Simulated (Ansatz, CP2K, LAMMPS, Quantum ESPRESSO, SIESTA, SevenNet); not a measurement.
# Amorphous 75TiO2-25Al2O3 (mol %) (84 atoms): one relaxed cell, several methods

Aim: relax amorphous 75TiO2-25Al2O3 (mol %) (84 atoms), then compare forces, pressure and levels from several programs at that geometry.

All numbers are calculated, not measured.

## (1) The cell

The cell holds 84 atoms (18 Ti, 12 Al and 54 O), with edges of 10.02, 10.02 and 10.02 Å. Recipe: 84 atoms (18 Ti, 12 Al, 54 O) placed at random at 3.38 g/cm³, melted at 5000 K for 10 ps at fixed volume with the Morse and Coulomb pair potential with partial charges (Pedone, Malavasi, Menziani, Cormack and Segre, J. Phys. Chem. B 110, 11780 (2006)). Quenched from 5000 K to 300 K at 50 K/ps and fixed volume, held 5 ps, then minimised at fixed cell. Then the atoms were relaxed with SevenNet l3i5 in the fixed cell. Then the atoms were relaxed with CP2K double zeta, PBE.

## (2) The relaxation

CP2K double zeta (DZVP-MOLOPT-SR, GTH-PBE potentials, 640 Ry; k-points Γ) took 9 geometry steps and reached its thresholds. It started from the geometry that SevenNet l3i5 had relaxed.

It took 11 min on 4 MPI ranks of Arm Neoverse V2, shared host; peak memory 3.2 GiB.

|  | before | after |
| --- | --- | --- |
| energy (meV/atom) | 0 | -0.9 |
| Ti-O bonds under 2.64 Å | 91 at 1.947 Å | 91 at 1.946 Å |
| Al-O bonds under 2.23 Å | 56 at 1.858 Å | 56 at 1.860 Å |

Atoms moved by 0.02 Å r.m.s. and 0.05 Å at most, with the common shift taken off.

## (3) Local order after relaxation

Density 3.38 g/cm³, 11.97 Å³ an atom.

Pair distribution functions g(r), in bins of 0.2 Å:

| r (Å) | total | O-O | O-Ti | O-Al | Ti-Ti | Ti-Al | Al-Al |
| --- | --- | --- | --- | --- | --- | --- | --- |
| 1.70 | 0.77 | 0.00 | 1.58 | 1.78 | 0.00 | 0.00 | 0.00 |
| 1.90 | 3.18 | 0.00 | 6.24 | 7.95 | 0.00 | 0.00 | 0.00 |
| 2.10 | 0.58 | 0.00 | 1.90 | 0.29 | 0.00 | 0.00 | 0.00 |
| 2.30 | 0.06 | 0.00 | 0.16 | 0.12 | 0.00 | 0.00 | 0.00 |
| 2.50 | 0.49 | 1.00 | 0.14 | 0.21 | 0.00 | 0.00 | 0.00 |
| 2.70 | 1.18 | 2.64 | 0.06 | 0.17 | 0.00 | 0.24 | 1.47 |
| 2.90 | 1.48 | 3.02 | 0.24 | 0.29 | 0.28 | 1.32 | 0.67 |
| 3.10 | 0.97 | 1.33 | 0.35 | 0.64 | 0.26 | 2.11 | 3.47 |
| 3.30 | 0.98 | 1.06 | 0.59 | 0.51 | 1.61 | 2.56 | 2.53 |
| 3.50 | 1.15 | 0.75 | 0.76 | 1.25 | 3.46 | 3.56 | 0.92 |
| 3.70 | 0.99 | 0.74 | 1.21 | 0.99 | 2.21 | 1.07 | 0.00 |
| 3.90 | 0.90 | 0.54 | 1.59 | 0.98 | 0.33 | 0.36 | 1.08 |
| 4.10 | 0.84 | 0.39 | 1.20 | 1.54 | 0.74 | 0.22 | 1.01 |
| 4.30 | 1.12 | 0.51 | 1.76 | 1.87 | 1.21 | 0.49 | 0.30 |
| 4.50 | 1.08 | 0.77 | 1.38 | 1.52 | 0.99 | 0.91 | 0.27 |
| 4.70 | 0.94 | 0.86 | 1.18 | 0.93 | 0.78 | 0.75 | 0.26 |
| 4.90 | 1.08 | 1.42 | 0.71 | 0.90 | 0.82 | 1.39 | 0.91 |

Bonds by pair of elements; cutoffs follow the first minimum of g(r), held within bounds set by covalent radii, and pairs that aren't listed don't count as bonded:

| pair A-B | cutoff (Å) | bonds | mean length (Å) | spread (Å) | shortest (Å) | B about A | A about B |
| --- | --- | --- | --- | --- | --- | --- | --- |
| O-Ti | 2.64 | 91 | 1.95 | 0.142 | 1.71 | 1.69 | 5.06 |
| O-Al | 2.23 | 56 | 1.86 | 0.073 | 1.71 | 1.04 | 4.67 |

How many atoms have how many bonded neighbours:

| element | mean | 2 | 3 | 4 | 5 | 6 |
| --- | --- | --- | --- | --- | --- | --- |
| Al | 4.67 | 0 | 0 | 5 | 6 | 1 |
| O | 2.72 | 17 | 35 | 2 | 0 | 0 |
| Ti | 5.06 | 0 | 0 | 3 | 11 | 4 |

Bond angles (no mean is given where the spread exceeds 20°):

| angle | count | mean (°) | spread (°) |
| --- | --- | --- | --- |
| O-Ti-O | 188 | - | - |
| O-Al-O | 105 | - | - |
| Al-O-Ti | 74 | 119 | 18 |
| Ti-O-Ti | 43 | 127 | 20 |
| Al-O-Al | 17 | 120 | 19.8 |

Oxygen atoms by the number of network formers (Si, P, Ge, B, Al, As, Ga) bound to them:

| network formers bound to O | O atoms | per cent |
| --- | --- | --- |
| 0 | 15 | 27.8 |
| 1 | 22 | 40.7 |
| 2 | 17 | 31.5 |

Network units: each former by its oxygen neighbours and how many of them bridge to another former:

| former | O neighbours | bridging O | atoms |
| --- | --- | --- | --- |
| Al | 4 | 2 | 1 |
| Al | 4 | 3 | 3 |
| Al | 4 | 4 | 1 |
| Al | 5 | 0 | 1 |
| Al | 5 | 2 | 2 |
| Al | 5 | 3 | 2 |
| Al | 5 | 5 | 1 |
| Al | 6 | 4 | 1 |

Bond length by coordination (bonds to H left out):

| element | coordination | atoms | mean bond length (Å) |
| --- | --- | --- | --- |
| Al | 4 | 5 | 1.80 |
| Al | 5 | 6 | 1.89 |
| Al | 6 | 1 | 1.93 |
| O | 2 | 17 | 1.82 |
| O | 3 | 35 | 1.93 |
| O | 4 | 2 | 2.06 |
| Ti | 4 | 3 | 1.84 |
| Ti | 5 | 11 | 1.94 |
| Ti | 6 | 4 | 2.01 |

Rings of the network by King's shortest-path rule, up to 12 atoms, one path for each pair of neighbours; H, halogens, alkali and alkaline-earth atoms are left out, and the last column divides by all other atoms, bonded or not:

| ring size (atoms) | rings | per network atom |
| --- | --- | --- |
| 4 | 17 | 0.202 |
| 6 | 40 | 0.476 |
| 8 | 85 | 1.01 |
| 10 | 27 | 0.321 |
| 12 | 3 | 0.036 |

First main peaks of g(r), for some of the pairs, lie near 2.8 Å (O-O), 1.9 Å (O-Ti), 1.9 Å (O-Al), 3.5 Å (Ti-Ti) and 3.4 Å (Ti-Al). With the cutoffs above, 50 % of Al atoms have 5, 65 % of O atoms have 3 and 61 % of Ti atoms have 5 bonded neighbours. Counting bonds to Al alone, not to Ti, 32 % of the oxygens join two of these atoms and 41 % one; 28 % join none. The commonest Al unit has 4 oxygens, 3 of them shared with other formers (3 of 12 atoms). Rings of 8 atoms are the most common (49 % of those counted); sizes run from 4 to 12, where the search stops.

## (4) The plane-wave reference

Quantum ESPRESSO 7.5: Kohn-Sham DFT, PBE, SSSP efficiency 1.3.0 pseudopotentials, plane waves. Its input for the relaxed cell:

```
&control
  calculation = 'scf'
  pseudo_dir = './pseudo'
  outdir = './tmp'
  disk_io = 'none'
  tprnfor = .true.
  tstress = .true.
/
&system
  ibrav = 0
  nat = 84
  ntyp = 3
  ecutwfc = 60
  ecutrho = 480
  nosym = .true.
  occupations = 'smearing'
  smearing = 'fd'
  degauss = 0.003675
/
&electrons
  conv_thr = 4.2e-07
  electron_maxstep = 100
  mixing_beta = 0.4
  mixing_mode = 'plain'
  diagonalization = 'david'
/
ATOMIC_SPECIES
Ti 47.867 Ti.upf
Al 26.982 Al.upf
O 15.999 O.upf
CELL_PARAMETERS angstrom
10.01830 0.00000 0.00000
0.00000 10.01830 0.00000
0.00000 0.00000 10.01830
ATOMIC_POSITIONS crystal
Ti 0.16810 0.68041 0.60889
Ti 0.99885 0.36983 0.52881
Ti 0.25900 0.00033 0.33077
[... 79 atom lines left out ...]
O 0.36807 0.40614 0.30597
O 0.20483 0.92050 0.96168
K_POINTS gamma
```

Elapsed: 3.5 min, on 4 MPI ranks of Arm Neoverse V2, shared host; peak memory 3.1 GiB; 14 min of CPU time.

## (5) All levels at this geometry

CPU times are from a shared host and are rough.

```
          level                    basis or training data  k-points  own r.m.s. force (meV/Å)  difference from the reference (meV/Å)  pressure (GPa)  Kohn-Sham gap (eV)  CPU time  memory (GiB)
        QE, PBE   plane waves, SSSP efficiency, 60/480 Ry         Γ                        43                                      -           -1.55                2.67    14 min           3.1
SIESTA DZP, PBE  DZP orbitals, shift 0.01 Ry, mesh 400 Ry         Γ                        99                                     90           -0.24                2.45   5.9 min           2.2
  SevenNet l3i5        trained on PBE(+U) plane-wave data         -                        88                                     98           -0.50                   -     9.4 s           1.6
```

The gap is the spacing of the highest filled and lowest empty Kohn-Sham level on the mesh; a dash marks partly filled levels, a spacing under 0.15 eV or a method without such levels.

## (6) Findings

Relaxation in the fixed cell lowers the energy by 1 meV/atom at its own level and moves atoms by up to 0.05 Å. The reference finds an r.m.s. force of 43 meV/Å there and a pressure of -1.55 GPa, at a geometry that CP2K double zeta made. Forces differ from the reference's by 90 meV/Å (SIESTA DZP, PBE) and 98 meV/Å (SevenNet l3i5).

CP2K double zeta is at its own minimum here, so the reference's force is itself a measure of how the two differ. Pressures lie +1.1 GPa (SevenNet l3i5) and +1.3 GPa (SIESTA DZP, PBE) from the reference's. The highest filled and lowest empty levels lie 2.67 eV apart in the reference, against 2.45 eV in SIESTA DZP, PBE. With the cutoffs above, 50 % of Al atoms have 5, 65 % of O atoms have 3 and 61 % of Ti atoms have 5 bonded neighbours. Rings of 8 atoms are the most common (49 % of those counted); sizes run from 4 to 12, where the search stops.

**Limits.** The density was set by the recipe and held. One sample of a disordered cell; defect or tail levels can set the gap. Gaps are read on the mesh, which holds the band edges only if they fold onto it, and semilocal functionals tend to put them under measured ones. The quench rate of 50 K/ps is many orders above laboratory rates, so the cell is likely richer in defects and strain than a real sample. The reference samples only Γ, in a cell whose shortest periodic width is 10 Å. The plane-wave runs aren't exact: their cutoffs and mesh weren't converged further here. SIESTA's automatically made basis is far from complete, and its potentials were converted by us (checked for H, C, O, Si, Ge and Ca alone). Where levels are smeared, the DFT runs use Fermi–Dirac occupations at 580 K (0.05 eV), and energies are free energies.

[Logs are printed without paths, hosts, clocks, repeated set-up lines and the standing remarks that a program may print on its own settings, such as how far it seeks lower states.]

[Hosts, paths, dates, database ids (printed as entryN), source tags and the programs' standing remarks are cut or masked in the printed files.]
